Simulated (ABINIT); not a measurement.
**PbSe (Clausthalite): G0W0 in ABINIT against the screening cutoff in the self-energy**

How does the gap of PbSe (Clausthalite) converge in the screening cutoff in the self-energy?

Program: ABINIT 10.8.3. Level of theory: PBE and many-body steps on it, plane waves. Results are calculated unless marked as measured.

## (1) The starting structure

The structure is cubic, space group Fm-3m (No. 225). The conventional cell has a = 6.121 Å, b = 6.121 Å, c = 6.121 Å, α = 90.00°, β = 90.00°, γ = 90.00°. Pb has 6 Se at 3.06 Å nearest. Nearest to Se lie 6 Pb at 3.06 Å. Farther neighbours and most contacts between anions are not listed.

Structure file:

```cif
data_structure
_symmetry_space_group_name_H-M 'P 1'
_symmetry_Int_Tables_number 1
_cell_length_a 4.3284
_cell_length_b 4.3284
_cell_length_c 4.3284
_cell_angle_alpha 60.000
_cell_angle_beta 60.000
_cell_angle_gamma 60.000
_cell_volume 57.34
loop_
_atom_site_label
_atom_site_type_symbol
_atom_site_fract_x
_atom_site_fract_y
_atom_site_fract_z
_atom_site_occupancy
Pb1 Pb 0.00000 0.00000 0.00000 1
Se2 Se 0.50000 0.50000 0.50000 1
```

The cell and positions come from the Crystallography Open Database and are kept as given unless a step says otherwise. Spin-orbit coupling is left out unless a step names it.

## (2) Screening, 4×4×4 mesh, 529 bands, screening to 326.5 eV

This step: ABINIT 10.8.3; RPA screening on PBE, plane waves, norm-conserving pseudopotentials.

The RPA dielectric matrix is built and inverted for each q.

Contents of run.abi:

```
acell 3*1.0 Angstrom
rprim 
  -0.000000000000 3.060650000000 3.060650000000
  3.060650000000 0.000000000000 3.060650000000
  3.060650000000 3.060650000000 -0.000000000000
ntypat 2
znucl 82 34
natom 2
typat 1 2
xred 
  0.000000000000 0.000000000000 0.000000000000
  0.500000000000 0.500000000000 0.500000000000
pp_dirpath "pseudos"
pseudos "Pb.upf, Se.upf"
ecut 39
ngkpt 4 4 4
nshiftk 1
shiftk 0 0 0
kptopt 1
chksymbreak 0
istwfk *1
occopt 1
irdwfk 1
optdriver 3
nband 529
ecuteps 12
inclvkb 2
awtr 1
symchi 1
indata_prefix "in"
outdata_prefix "out"
tmpdata_prefix "tmp"
```

The run is started by

```sh
$ OMP_NUM_THREADS=1 mpirun -n 8 abinit run.abi > log
```

The program printed:

```text
.Version 10.8.3 of ABINIT. v10.8.2 released Aug 2026.

 Symmetries : space group Fm -3 m (#225); Bravais cF (face-center cubic)
[... echo of the input left out ...]
== DATASET  1 ==================================================================
-   mpi_nproc: 8, omp_nthreads: 1 (-1 if OMP is not activated)

--- !DatasetInfo
iteration_state: {dtset: 1, }
dimensions: {natom: 2, nkpt: 8, mband: 529, nsppol: 1, nspinor: 1, nspden: 1, mpw: 4573, }
cutoff_energies: {ecut:  39.0, pawecutdg:  -1.0, }
electrons: {nelect:   3.00000000E+01, charge:   0.00000000E+00, occopt:   1.00000000E+00, tsmear:   1.00000000E-02, }

 SCREENING: Calculation of the susceptibility and dielectric matrices

 Based on a program developped by R.W. Godby, V. Olevano, G. Onida, and L. Reining.
 Incorporated in ABINIT by V. Olevano, G.-M. Rignanese, and M. Torrent.
.Using double precision arithmetic ; gwpc =  8

[... cell and pseudopotentials left out ...]
--------------------------------------------------------------------------------

 ==== K-mesh for the wavefunctions ====
 Number of points in the irreducible wedge :     8
[... list of points left out ...]
 Together with 48 symmetry operations and time-reversal symmetry
 yields    64 points in the full Brillouin Zone.

 ==== Q-mesh for the screening function ====
 Number of points in the irreducible wedge :     8
[... list of points left out ...]
 Together with 48 symmetry operations and time-reversal symmetry
 yields    64 points in the full Brillouin Zone.

 setmesh: FFT mesh size selected  =    36x   36x   36
          total number of points  =        46656

 vcoul_init : cutoff-mode = AUXILIARY_FUNCTION
 q-points for optical limit:   1
     1)      0.000010    0.000020    0.000030

- screening: taking advantage of time-reversal symmetry
- Maximum band index for partially occupied states nbvw = 15
- Remaining bands to be divided among processors   nbcw = 514
- Number of bands treated by each node ~64

 Number of electrons calculated from density =   30.0000; Expected =   30.0000
 average of density, n =  0.077527
 r_s =    1.4549
 omega_plasma =   26.8585 [eV]

 calculating chi0 at frequencies [eV] :
  1    0.000000E+00    0.000000E+00
  2    0.000000E+00    2.685854E+01

--------------------------------------------------------------------------------
  q-point number  1        q = ( 0.000000, 0.000000, 0.000000) [r.l.u.]
--------------------------------------------------------------------------------
[... chi0 elements left out ...]
 For q-point:  0.000010 0.000020 0.000030
  dielectric constant = 106.5470
  dielectric constant without local fields = 116.5310

  Average fulfillment of the sum rule on Im[epsilon] for q-point    1 :    155.57  [%]
[... wings left out ...]
  q-point number  2        q = ( 0.250000, 0.000000, 0.000000) [r.l.u.]
--------------------------------------------------------------------------------
[... chi0 elements left out ...]
  Average fulfillment of the sum rule on Im[epsilon] for q-point    2 :    182.60  [%]

 [... 6 further q-points ...]
```

Wall time 12 min (8 MPI ranks of Intel Xeon Platinum 8259CL at 2.50GHz (Skylake/Cascade Lake), shared host); peak memory 5.3 GiB.

This step gave:

```yaml
eps_infinity_with_local_fields_on_this_mesh_along_the_program_s_q_direction: 106.5
the_same_without_local_fields: 116.5
plasma_frequency: 26.86 eV
plane_waves_in_the_screening_matrix: 749
```

Local fields lower ε∞ by 9 %. The value itself is an artefact of the mesh, where one narrow direct gap carries too much weight.

## (3) 1.2 Ha

This step: G0W0 on PBE, plane waves, norm-conserving pseudopotentials.

run.abi, as its differences from that of step 2:

```diff
@@ -23,8 +23,17 @@
 irdwfk 1
-optdriver 3
+optdriver 4
 nband 529
-ecuteps 12
-inclvkb 2
-awtr 1
-symchi 1
+gwcalctyp 0
+ecutsigx 39
+symsigma 1
+nkptgw 2
+kptgw 
+  0.5000000000 0.0000000000 0.0000000000
+  0.0000000000 0.0000000000 0.0000000000
+bdgw 
+  13 18
+  13 18
+ecuteps 1.2
+irdscr 1
+ppmodel 1
 indata_prefix "in"
```

The program printed:

```text
.Version 10.8.3 of ABINIT. v10.8.2 released Aug 2026.

 Symmetries : space group Fm -3 m (#225); Bravais cF (face-center cubic)
[... echo of the input left out ...]
== DATASET  1 ==================================================================
-   mpi_nproc: 8, omp_nthreads: 1 (-1 if OMP is not activated)

--- !DatasetInfo
iteration_state: {dtset: 1, }
dimensions: {natom: 2, nkpt: 8, mband: 529, nsppol: 1, nspinor: 1, nspden: 1, mpw: 4573, }
cutoff_energies: {ecut:  39.0, pawecutdg:  -1.0, }
electrons: {nelect:   3.00000000E+01, charge:   0.00000000E+00, occopt:   1.00000000E+00, tsmear:   1.00000000E-02, }

 SIGMA: Calculation of the GW corrections

 Based on a program developped by R.W. Godby, V. Olevano, G. Onida, and L. Reining.
 Incorporated in ABINIT by V. Olevano, G.-M. Rignanese, and M. Torrent.
.Using double precision arithmetic ; gwpc =  8

[... cell and pseudopotentials left out ...]
--------------------------------------------------------------------------------

 ==== K-mesh for the wavefunctions ====
 Number of points in the irreducible wedge :     8
[... list of points left out ...]
 Together with 48 symmetry operations and time-reversal symmetry
 yields    64 points in the full Brillouin Zone.

 ==== Q-mesh for screening function ====
 Number of points in the irreducible wedge :     8
[... list of points left out ...]
 Together with 48 symmetry operations and time-reversal symmetry
 yields    64 points in the full Brillouin Zone.

 vcoul_init : cutoff-mode = AUXILIARY_FUNCTION
 q-points for optical limit:   1
     1)      0.000010    0.000020    0.000030
 setmesh: FFT mesh size selected  =    45x   45x   45
          total number of points  =        91125

 Number of electrons calculated from density =   30.0000; Expected =   30.0000
 average of density, n =  0.077527
 r_s =    1.4549
 omega_plasma =   26.8585 [eV]

 === KS Band Gaps ===
  >>>> For spin  1
   Minimum direct gap =   0.2973 [eV], located at k-point      :   0.5000  0.0000  0.0000
   Fundamental gap    =   0.2973 [eV], Top of valence bands at :   0.5000  0.0000  0.0000
                                       Bottom of conduction at :   0.5000  0.0000  0.0000
 SIGMA fundamental parameters:
 PLASMON POLE MODEL  1
 number of plane-waves for SigmaX                 4573
 number of plane-waves for SigmaC and W             27
 number of plane-waves for wavefunctions          4573
 number of bands                                   529
 number of independent spin polarizations            1
 number of spinorial components                      1
 number of k-points in IBZ                           8
 number of q-points in IBZ                           8
 number of symmetry operations                      48
 number of k-points in BZ                           64
 number of q-points in BZ                           64
 number of frequencies for dSigma/dE                 9
 frequency step for dSigma/dE [eV]                0.25
 number of omega for Sigma on real axis              0
 max omega for Sigma on real axis  [eV]           0.00
 zcut for avoiding poles [eV]                     0.10

 EPSILON^-1 parameters (SCR file):
 dimension of the eps^-1 matrix on file            749
 dimension of the eps^-1 matrix used                27
 number of plane-waves for wavefunctions          4573
 number of bands                                   529
 number of q-points in IBZ                           8
 number of frequencies                               2
 number of real frequencies                          1
 number of imag frequencies                          1

 matrix elements of self-energy operator (all in [eV])

 Perturbative Calculation

--- !SelfEnergy_ee
iteration_state: {dtset: 1, }
kpoint     : [   0.500,    0.000,    0.000, ]
spin       : 1
KS_gap     :    0.297
QP_gap     :    0.435
Delta_QP_KS:    0.138
data: !SigmaeeData |
     Band     E0 <VxcDFT>   SigX SigC(E0)      Z dSigC/dE  Sig(E)    E-E0       E
       13   2.816 -13.265 -16.559   2.421   0.794  -0.260 -13.958  -0.693   2.123
       14   2.816 -13.265 -16.559   2.421   0.794  -0.260 -13.958  -0.693   2.123
       15   4.283 -13.743 -15.791   1.378   0.805  -0.242 -14.283  -0.540   3.743
       16   4.580  -9.980  -7.398  -3.076   0.813  -0.230 -10.382  -0.401   4.179
       17   5.984 -10.238  -7.475  -3.060   0.811  -0.232 -10.479  -0.241   5.744
       18   5.984 -10.238  -7.475  -3.060   0.811  -0.232 -10.479  -0.241   5.744

--- !SelfEnergy_ee
iteration_state: {dtset: 1, }
kpoint     : [   0.000,    0.000,    0.000, ]
spin       : 1
KS_gap     :    6.584
QP_gap     :    7.055
Delta_QP_KS:    0.471
data: !SigmaeeData |
     Band     E0 <VxcDFT>   SigX SigC(E0)      Z dSigC/dE  Sig(E)    E-E0       E
[...]
16   8.998 -11.271  -7.663  -4.007   0.794  -0.259 -11.588  -0.317   8.682
       17   8.998 -11.271  -7.663  -4.007   0.794  -0.259 -11.588  -0.317   8.682
       18   8.998 -11.271  -7.663  -4.007   0.794  -0.259 -11.588  -0.317   8.682

== END DATASET(S) ==============================================================
================================================================================

 -outvars: echo values of variables after computation  --------
           etotal      0.0000000000E+00
            nband         529
             nkpt           8
          spgroup         225
 [... the other variables as echoed above ...]

 Calculation completed.
```

Wall time 9.3 s (8 MPI ranks); peak memory 2.4 GiB; 72 s of CPU time.

This step gave:

| Item | Value |
| --- | --- |
| G0W0 gap on the points computed | 0.4360 eV |
| starting gap on the mesh | 0.2973 eV |
| k of the valence top | 0.5, 0, 0 |
| k of the conduction bottom | 0.5, 0, 0 |
| Z at the valence top | 0.805 |
| Z at the conduction bottom | 0.813 |
| least direct G0W0 gap on the computed points | 0.4360 eV |

## (4) 2.4 Ha

run.abi, as its differences from that of step 3:

```diff
@@ -35,3 +35,3 @@
   13 18
-ecuteps 1.2
+ecuteps 2.4
 irdscr 1
```

The program printed:

```text
.Version 10.8.3 of ABINIT. v10.8.2 released Aug 2026.

 Symmetries : space group Fm -3 m (#225); Bravais cF (face-center cubic)
[... echo of the input left out ...]
== DATASET  1 ==================================================================
-   mpi_nproc: 8, omp_nthreads: 1 (-1 if OMP is not activated)

--- !DatasetInfo
iteration_state: {dtset: 1, }
dimensions: {natom: 2, nkpt: 8, mband: 529, nsppol: 1, nspinor: 1, nspden: 1, mpw: 4573, }
cutoff_energies: {ecut:  39.0, pawecutdg:  -1.0, }
electrons: {nelect:   3.00000000E+01, charge:   0.00000000E+00, occopt:   1.00000000E+00, tsmear:   1.00000000E-02, }

 SIGMA: Calculation of the GW corrections

 Based on a program developped by R.W. Godby, V. Olevano, G. Onida, and L. Reining.
 Incorporated in ABINIT by V. Olevano, G.-M. Rignanese, and M. Torrent.
.Using double precision arithmetic ; gwpc =  8

[... cell and pseudopotentials left out ...]
--------------------------------------------------------------------------------

 ==== K-mesh for the wavefunctions ====
 Number of points in the irreducible wedge :     8
[... list of points left out ...]
 Together with 48 symmetry operations and time-reversal symmetry
 yields    64 points in the full Brillouin Zone.

 ==== Q-mesh for screening function ====
 Number of points in the irreducible wedge :     8
[... list of points left out ...]
 Together with 48 symmetry operations and time-reversal symmetry
 yields    64 points in the full Brillouin Zone.

 vcoul_init : cutoff-mode = AUXILIARY_FUNCTION
 q-points for optical limit:   1
     1)      0.000010    0.000020    0.000030
 setmesh: FFT mesh size selected  =    45x   45x   45
          total number of points  =        91125

 Number of electrons calculated from density =   30.0000; Expected =   30.0000
[...]
number of omega for Sigma on real axis              0
 max omega for Sigma on real axis  [eV]           0.00
 zcut for avoiding poles [eV]                     0.10

 EPSILON^-1 parameters (SCR file):
 dimension of the eps^-1 matrix on file            749
 dimension of the eps^-1 matrix used                65
 number of plane-waves for wavefunctions          4573
 number of bands                                   529
 number of q-points in IBZ                           8
 number of frequencies                               2
 number of real frequencies                          1
 number of imag frequencies                          1

 matrix elements of self-energy operator (all in [eV])

 Perturbative Calculation

--- !SelfEnergy_ee
iteration_state: {dtset: 1, }
kpoint     : [   0.500,    0.000,    0.000, ]
spin       : 1
KS_gap     :    0.297
QP_gap     :    0.614
Delta_QP_KS:    0.317
data: !SigmaeeData |
     Band     E0 <VxcDFT>   SigX SigC(E0)      Z dSigC/dE  Sig(E)    E-E0       E
       13   2.816 -13.265 -16.559   2.196   0.785  -0.273 -14.127  -0.862   1.953
       14   2.816 -13.265 -16.559   2.196   0.785  -0.273 -14.127  -0.862   1.953
       15   4.283 -13.743 -15.791   1.077   0.796  -0.256 -14.516  -0.773   3.510
[...]
--- !SelfEnergy_ee
iteration_state: {dtset: 1, }
kpoint     : [   0.000,    0.000,    0.000, ]
spin       : 1
KS_gap     :    6.584
QP_gap     :    7.124
Delta_QP_KS:    0.540
data: !SigmaeeData |
     Band     E0 <VxcDFT>   SigX SigC(E0)      Z dSigC/dE  Sig(E)    E-E0       E
[...]
17   8.998 -11.271  -7.663  -4.147   0.788  -0.270 -11.695  -0.424   8.574
       18   8.998 -11.271  -7.663  -4.147   0.788  -0.270 -11.695  -0.424   8.574

== END DATASET(S) ==============================================================
================================================================================

 -outvars: echo values of variables after computation  --------
           etotal      0.0000000000E+00
            nband         529
             nkpt           8
          spgroup         225
 [... the other variables as echoed above ...]

 Calculation completed.
```

The job ended after 13 s (8 MPI ranks; peak memory 2.9 GiB).

Numbers from this step:

```
G0W0 gap on the points computed              : 0.6140 eV
starting gap on the mesh                     : 0.2973 eV
k of the valence top                         : 0.5, 0, 0
k of the conduction bottom                   : 0.5, 0, 0
Z at the valence top                         : 0.796
Z at the conduction bottom                   : 0.808
least direct G0W0 gap on the computed points : 0.6140 eV
```

## (5) 4.2 Ha

The self-energy is evaluated for the states that the input lists, and the levels follow from it, in one-shot runs by the linearised quasiparticle equation.

run.abi, as its differences from that of step 4:

```diff
@@ -35,3 +35,3 @@
   13 18
-ecuteps 2.4
+ecuteps 4.2
 irdscr 1
```

The program printed:

```text
.Version 10.8.3 of ABINIT. v10.8.2 released Aug 2026.

 Symmetries : space group Fm -3 m (#225); Bravais cF (face-center cubic)
[... echo of the input left out ...]
== DATASET  1 ==================================================================
-   mpi_nproc: 8, omp_nthreads: 1 (-1 if OMP is not activated)

--- !DatasetInfo
iteration_state: {dtset: 1, }
dimensions: {natom: 2, nkpt: 8, mband: 529, nsppol: 1, nspinor: 1, nspden: 1, mpw: 4573, }
cutoff_energies: {ecut:  39.0, pawecutdg:  -1.0, }
[...]
Band     E0 <VxcDFT>   SigX SigC(E0)      Z dSigC/dE  Sig(E)    E-E0       E
[...]
17   8.998 -11.271  -7.663  -4.328   0.785  -0.274 -11.836  -0.565   8.433
       18   8.998 -11.271  -7.663  -4.328   0.785  -0.274 -11.836  -0.565   8.433

== END DATASET(S) ==============================================================
================================================================================

 -outvars: echo values of variables after computation  --------
           etotal      0.0000000000E+00
            nband         529
             nkpt           8
          spgroup         225
 [... the other variables as echoed above ...]

 Calculation completed.
```

Elapsed: 24 s, on 8 MPI ranks; peak memory 3.4 GiB; 3.1 min of CPU time.

Numbers from this step:

| Item | Value |
| --- | --- |
| G0W0 gap on the points computed | 0.7190 eV |
| starting gap on the mesh | 0.2973 eV |
| k of the valence top | 0.5, 0, 0 |
| k of the conduction bottom | 0.5, 0, 0 |
| least direct G0W0 gap on the computed points | 0.7190 eV |

The gap on the mesh goes from 0.30 eV to 0.72 eV, a correction of +0.42 eV.

## (6) 6 Ha

run.abi, as its differences from that of step 5:

```diff
@@ -35,3 +35,3 @@
   13 18
-ecuteps 4.2
+ecuteps 6
 irdscr 1
```

The program printed:

```text
.Version 10.8.3 of ABINIT. v10.8.2 released Aug 2026.

 Symmetries : space group Fm -3 m (#225); Bravais cF (face-center cubic)
[... echo of the input left out ...]
== DATASET  1 ==================================================================
-   mpi_nproc: 8, omp_nthreads: 1 (-1 if OMP is not activated)

--- !DatasetInfo
iteration_state: {dtset: 1, }
dimensions: {natom: 2, nkpt: 8, mband: 529, nsppol: 1, nspinor: 1, nspden: 1, mpw: 4573, }
cutoff_energies: {ecut:  39.0, pawecutdg:  -1.0, }
[...]
Band     E0 <VxcDFT>   SigX SigC(E0)      Z dSigC/dE  Sig(E)    E-E0       E
[...]
17   8.998 -11.271  -7.663  -4.384   0.785  -0.275 -11.880  -0.609   8.389
       18   8.998 -11.271  -7.663  -4.384   0.785  -0.275 -11.880  -0.609   8.389

== END DATASET(S) ==============================================================
================================================================================

 -outvars: echo values of variables after computation  --------
           etotal      0.0000000000E+00
            nband         529
             nkpt           8
          spgroup         225
 [... the other variables as echoed above ...]

 Calculation completed.
```

Wall time 46 s (8 MPI ranks); peak memory 3.6 GiB; 6 min of CPU time.

Numbers from this step:

| Property | Result |
| --- | --- |
| G0W0 gap on the points computed | 0.7600 eV |
| starting gap on the mesh | 0.2973 eV |
| k of the valence top | 0.5, 0, 0 |
| k of the conduction bottom | 0.5, 0, 0 |
| least direct G0W0 gap on the computed points | 0.7600 eV |

Against the run before, the gap moves by +0.041 eV.

(Continued in part 2 of 2.)

[Paths, hosts, dates, memory and timing lines, banners, echoed tables and standing remarks are left out of the program output.]

[Logs are printed without paths, hosts, clocks, repeated set-up lines and the standing remarks that a program may print on its own settings, such as how far it seeks lower states.]

[Runs of the session that timed out or met a known fault of the program may be left out.]

[No measured gap is set beside runs whose start may be inverted or whose files or cutoffs have a known fault.]

[Hosts, paths, dates, database ids (printed as entryN), source tags and the programs' standing remarks are cut or masked in the printed files.]

[G0W0 gaps are taken among the corrected bands and points alone; a level outside them can change the order at an edge.]

[Where Ansatz stands beside ABINIT at settings called matched, ABINIT's density can come from a denser mesh and the files from another edition; pairs whose starting gaps differed by over 0.03 eV were left out, so agreement reads better than it is.]
